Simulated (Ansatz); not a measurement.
**Tc of SrCuNi in the AlB2 type from its phonons**

What Tc do the phonons of SrCuNi in the AlB2 type give, and how does it depend on μ*? The cell shown first is a relaxed one, from steps not shown here.

Calculated with Ansatz 0.2.0; DFT PBEsol, scalar-relativistic, plane waves, PAW; PAW set soft_1.

Most raw output is cut from this account.

The structure was built from a prototype and need not be the compound's stable phase.

### Step 1. The cell after earlier relaxation steps

The structure is hexagonal, space group P-6m2 (No. 187). Conventional cell: a = 4.055 Å, b = 4.055 Å, c = 4.261 Å, α = 90.00°, β = 90.00°, γ = 120.00°. Sr has 6 Cu at 3.17 Å and 6 Ni at 3.17 Å nearest. Nearest to Cu lie 3 Ni at 2.34 Å and 6 Sr at 3.17 Å. Nearest to Ni lie 3 Cu at 2.34 Å and 6 Sr at 3.17 Å. Farther neighbours are not listed.

### Step 2. Coupling and resistivity: q 3×3×2, k 6×6×6, scattering 12×12×8

The run that gives the couplings also evaluates McMillan's and Allen and Dynes's formulas and, where asked, the Eliashberg equations, over a range of μ*.

input.yaml reads:

```yaml
crystal:
  lattice:
    - [4.0546597869, 0.0, 0.0]
    - [-2.0273298934, 3.5114383791, 0.0]
    - [0.0, 0.0, 4.2612008956]
  atoms:
    - { symbol: Sr, position: [0.0, 0.0, 0.0] }
    - { symbol: Cu, position: [0.3333333333, 0.6666666667, 0.5] }
    - { symbol: Ni, position: [0.6666666667, 0.3333333333, 0.5] }
kpoints:
  mp_grid: { grid: [6, 6, 6] }
hamiltonian:
  xc: pbesol
  pseudopotentials: { kind: paw, azcp: { folder: soft_1 }, xc_functional: pbe }
scf:
  occupations: { method: methfessel_paxton, width: 0.2 }
output:
  eigenvalues: true
phonons:
  method: dfpt
  qmesh: [3, 3, 2]
  temperatures: { t_max: 1000, t_step: 50 }
  qpath:
    path:
      - [[0.0, 0.0, 0.0], [0.5, 0.0, 0.0], [0.33333333, 0.33333333, 0.0], [0.0, 0.0, 0.0], [0.0, 0.0, 0.5], [0.5, 0.0, 0.5], [0.33333333, 0.33333333, 0.5], [0.0, 0.0, 0.5]]
      - [[0.5, 0.0, 0.5], [0.5, 0.0, 0.0]]
      - [[0.33333333, 0.33333333, 0.5], [0.33333333, 0.33333333, 0.0]]
    npoints: 10
  electrical_resistivity:
    mesh: [12, 12, 8]
    temperatures: [20.0, 50.0, 77.0, 100.0, 150.0, 200.0, 300.0, 400.0, 600.0, 800.0]
  superconductivity: { mesh: [12, 12, 8] }
```

The run is started by

```console
$ ansatz run input.yaml --threads 4 --pin off --max-ram 12288MiB --backend cpu --events-out ev --progress --plain --runs-dir out
```

Run time: 4.3 min. Hardware: 4 threads of Intel Xeon 6975P-C (Granite Rapids), shared host; peak memory 4.8 GiB.

This run has no spin polarisation, although Ni can carry a moment.

This step gave:

```
volume per atom                                                                : 20.22 Å³/atom
metallic on mesh                                                               : yes
gap on the k-mesh                                                              : 0 eV
zero point energy                                                              : 0.07538 eV/cell
share of imaginary modes in the plain interpolation between solved wavevectors : 0
highest frequency, solved or plainly interpolated                              : 246.4 cm⁻¹
Debye temperature (second moment)                                              : 273 K
resistivity at 300 K                                                           : 8.44 μΩ cm, mean of the axes
coupling constant λ                                                            : 0.1025
density of states at the Fermi level                                           : 0.8277 states/eV a spin and cell
log mean phonon energy ħω_log                                                  : 14.66 meV
transport coupling constant λ_tr                                               : 0.1064, 0.1064, 0.15 (xx, yy, zz)
Drude plasma energy                                                            : 4.609, 4.609, 3.429 eV (xx, yy, zz)
resistivity times mean free path                                               : 11.35, 11.35, 28.76 × 10⁻¹⁶ Ω m² (xx, yy, zz)
second-moment phonon energy ħω₂                                                : 17.81 meV
```

An empty cell: under 1 mK by a formula, or no transition down to the floor of the Eliashberg search. Transition temperatures:

```csv
μ*,McMillan Tc (K),Allen–Dynes Tc (K)
0.08,-,-
0.1,-,-
0.12,-,-
0.13,-,-
0.14,-,-
0.16,-,-
0.2,-,-
```

### Step 3. Resistivity: scattering mesh 18×18×12

The next rung changes the scattering mesh, which samples the Fermi surface.

Edit input.yaml of step 2 so:

```diff
@@ -29,4 +29,4 @@
   electrical_resistivity:
-    mesh: [12, 12, 8]
+    mesh: [18, 18, 12]
     temperatures: [20.0, 50.0, 77.0, 100.0, 150.0, 200.0, 300.0, 400.0, 600.0, 800.0]
-  superconductivity: { mesh: [12, 12, 8] }
+  superconductivity: { mesh: [18, 18, 12] }
```

Run time: 4.6 min. Hardware: 4 threads; peak memory 4.9 GiB.

Numbers from this step:

| Item | Value |
| --- | --- |
| resistivity at 300 K | 8.321 μΩ cm, mean of the axes |
| coupling constant λ | 0.1026 |
| density of states at the Fermi level | 0.8049 states/eV a spin and cell |
| log mean phonon energy ħω_log | 14.53 meV |
| transport coupling constant λ_tr | 0.1049, 0.1049, 0.1407 (xx, yy, zz) |
| Drude plasma energy | 4.643, 4.643, 3.358 eV (xx, yy, zz) |
| resistivity times mean free path | 11.27, 11.27, 29.7 × 10⁻¹⁶ Ω m² (xx, yy, zz) |
| second-moment phonon energy ħω₂ | 17.72 meV |

An empty cell: under 1 mK by a formula, or no transition down to the floor of the Eliashberg search. Transition temperatures:

```csv
μ*,McMillan Tc (K),Allen–Dynes Tc (K)
0.08,-,-
0.1,-,-
0.12,-,-
0.13,-,-
0.14,-,-
0.16,-,-
0.2,-,-
```

For the log mean phonon energy ħω_log, step 2 gave 14.7 meV; this run, with scattering mesh 18×18×12, gives 14.5 meV.

### Step 4. Coupling and resistivity: q 3×3×2, k 9×9×6, scattering 12×12×12

The next rung changes the k mesh of the density and its response; the scattering mesh, which samples the Fermi surface.

Edit input.yaml of step 3 so:

```diff
@@ -10,3 +10,3 @@
 kpoints:
-  mp_grid: { grid: [6, 6, 6] }
+  mp_grid: { grid: [9, 9, 6] }
 hamiltonian:
@@ -29,4 +29,4 @@
   electrical_resistivity:
-    mesh: [18, 18, 12]
+    mesh: [12, 12, 12]
     temperatures: [20.0, 50.0, 77.0, 100.0, 150.0, 200.0, 300.0, 400.0, 600.0, 800.0]
-  superconductivity: { mesh: [18, 18, 12] }
+  superconductivity: { mesh: [12, 12, 12] }
```

Elapsed: 5.9 min, on 4 threads; peak memory 4.9 GiB.

This step gave:

| Property | Result |
| --- | --- |
| zero point energy | 0.07555 eV/cell |
| highest frequency, solved or plainly interpolated | 247.5 cm⁻¹ |
| Debye temperature (second moment) | 274 K |
| resistivity at 300 K | 8.911 μΩ cm, mean of the axes |
| coupling constant λ | 0.1122 |
| density of states at the Fermi level | 0.8308 states/eV a spin and cell |
| log mean phonon energy ħω_log | 14.24 meV |
| transport coupling constant λ_tr | 0.1139, 0.1139, 0.1459 (xx, yy, zz) |
| Drude plasma energy | 4.583, 4.583, 3.348 eV (xx, yy, zz) |
| resistivity times mean free path | 11.39, 11.39, 29.2 × 10⁻¹⁶ Ω m² (xx, yy, zz) |
| second-moment phonon energy ħω₂ | 17.51 meV |

An empty cell: under 1 mK by a formula, or no transition down to the floor of the Eliashberg search. Transition temperatures:

```csv
μ*,McMillan Tc (K),Allen–Dynes Tc (K)
0.08,-,-
0.1,-,-
0.12,-,-
0.13,-,-
0.14,-,-
0.16,-,-
0.2,-,-
```

The Eliashberg function α²F has structure finer than the step of the table below, so its rows give means over 1 meV, whole bins alone (the curve runs from 0.119 to 30.3 meV). Peaks (meV: height): α²F 9.4: 0.138, 16.1: 0.0841; α²F tr 9.4: 0.155, 16.1: 0.130.

The Eliashberg function α²F by phonon energy; means over each step:

```csv
phonon energy (meV),α²F,α²F tr
1,0,0
2,1.3e-4,3.6e-5
3,6.6e-4,2.7e-4
4,0.00142,7.3e-4
5,0.00254,0.00162
6,0.00447,0.00339
7,0.00806,0.00690
8,0.0149,0.0137
9,0.0567,0.0619
10,0.0541,0.0589
11,0.0329,0.0377
12,0.0470,0.0632
13,0.0431,0.0577
14,0.0474,0.0672
15,0.0532,0.0726
16,0.0584,0.0832
17,0.0455,0.0500
18,0.0313,0.0329
19,0.0163,0.0190
20,0.0149,0.0154
21,0.00430,0.00440
22,0.00124,0.00130
23,8.2e-4,7.9e-4
24,0.00634,0.00627
25,0.0444,0.0424
26,0.0390,0.0344
27,0.0304,0.0224
28,0.0292,0.0186
29,0.0328,0.0178
```

The Eliashberg function α²F has structure finer than the step of the table below, so its rows give means over 1 meV, whole bins alone (the curve runs from 0.119 to 30.3 meV). Peaks (meV: height): α²F 9.4: 0.138, 16.1: 0.0841; Sr 9.4: 0.0296, 12.3: 0.0308, 14.2: 0.0291, 15.3: 0.0303; Cu 9.4: 0.057; Ni 9.4: 0.0514.

The Eliashberg function α²F by phonon energy; means over each step:

```csv
phonon energy (meV),α²F,Sr,Cu,Ni
1,0,0,0,0
2,1.3e-4,3.6e-5,3.6e-5,3.6e-5
3,6.6e-4,2.7e-4,1.8e-4,1.8e-4
4,0.00142,6.1e-4,4.4e-4,4.0e-4
5,0.00254,0.00106,7.7e-4,7.1e-4
6,0.00447,0.00178,0.00142,0.00126
7,0.00806,0.00308,0.00263,0.00238
8,0.0149,0.00506,0.00516,0.00470
9,0.0567,0.0137,0.0226,0.0204
10,0.0541,0.0153,0.0210,0.0178
11,0.0329,0.0134,0.00893,0.0105
12,0.0470,0.0267,0.00813,0.0122
13,0.0431,0.0233,0.00876,0.0110
14,0.0474,0.0264,0.00829,0.0127
15,0.0532,0.0228,0.00918,0.0213
16,0.0584,0.0197,0.0181,0.0205
17,0.0455,0.0221,0.0156,0.00782
18,0.0313,0.0151,0.0107,0.00554
19,0.0163,0.00251,0.00662,0.00721
20,0.0149,0.00105,0.00657,0.00729
21,0.00430,2.0e-4,0.00198,0.00212
22,0.00124,3.9e-5,5.8e-4,6.2e-4
23,8.2e-4,1.8e-5,4.3e-4,3.6e-4
24,0.00634,1.7e-4,0.00319,0.00298
25,0.0444,0.00108,0.0219,0.0214
26,0.0390,8.3e-4,0.0193,0.0189
27,0.0304,3.6e-4,0.0150,0.0150
28,0.0292,1.9e-4,0.0144,0.0146
29,0.0328,1.0e-4,0.0162,0.0165
```

### Step 5. What came out

| Quantity | Value |
| --- | --- |
| meshes | q 3×3×2, k 9×9×6, scattering 12×12×12 |
| coupling constant λ | 0.112 |
| log mean phonon energy ħω_log | 14.2 meV |

**Reading.** In the last run (PBEsol, q 3×3×2, k 9×9×6, scattering 12×12×12), with λ = 0.11 and ħω_log = 14.2 meV, Tc at μ* = 0.13 is under 1 mK by the formulas. In that run Allen and Dynes's formula gives no transition above 0.05 K at μ* = 0.10 or more. By the run's own test λ is not converged in the fine mesh: it moves by 10 % between the two finest. The run's transport test calls it not converged in the mesh; ρ(300 K) moves by 18 % in the component that moves most. The runs are not spin-polarised; where the real material orders magnetically, these values do not describe it. Over the runs, λ takes the values 0.102, 0.103 and 0.112, in the order shown. The structure is a hand-built model. The compound is a prototype filled by a generator; whether it can be made, and whether it orders so, was not tested. μ* is a typed number, phonons are harmonic, and spin fluctuations are left out; with λ this near or under μ*(1 + 0.62 λ), the formulas give Tc only to its order of magnitude, or none.

[Logs are printed without paths, hosts, clocks, repeated set-up lines and the standing remarks that a program may print on its own settings, such as how far it seeks lower states.]

[Hosts, paths, dates, database ids (printed as entryN), source tags and the programs' standing remarks are cut or masked in the printed files.]
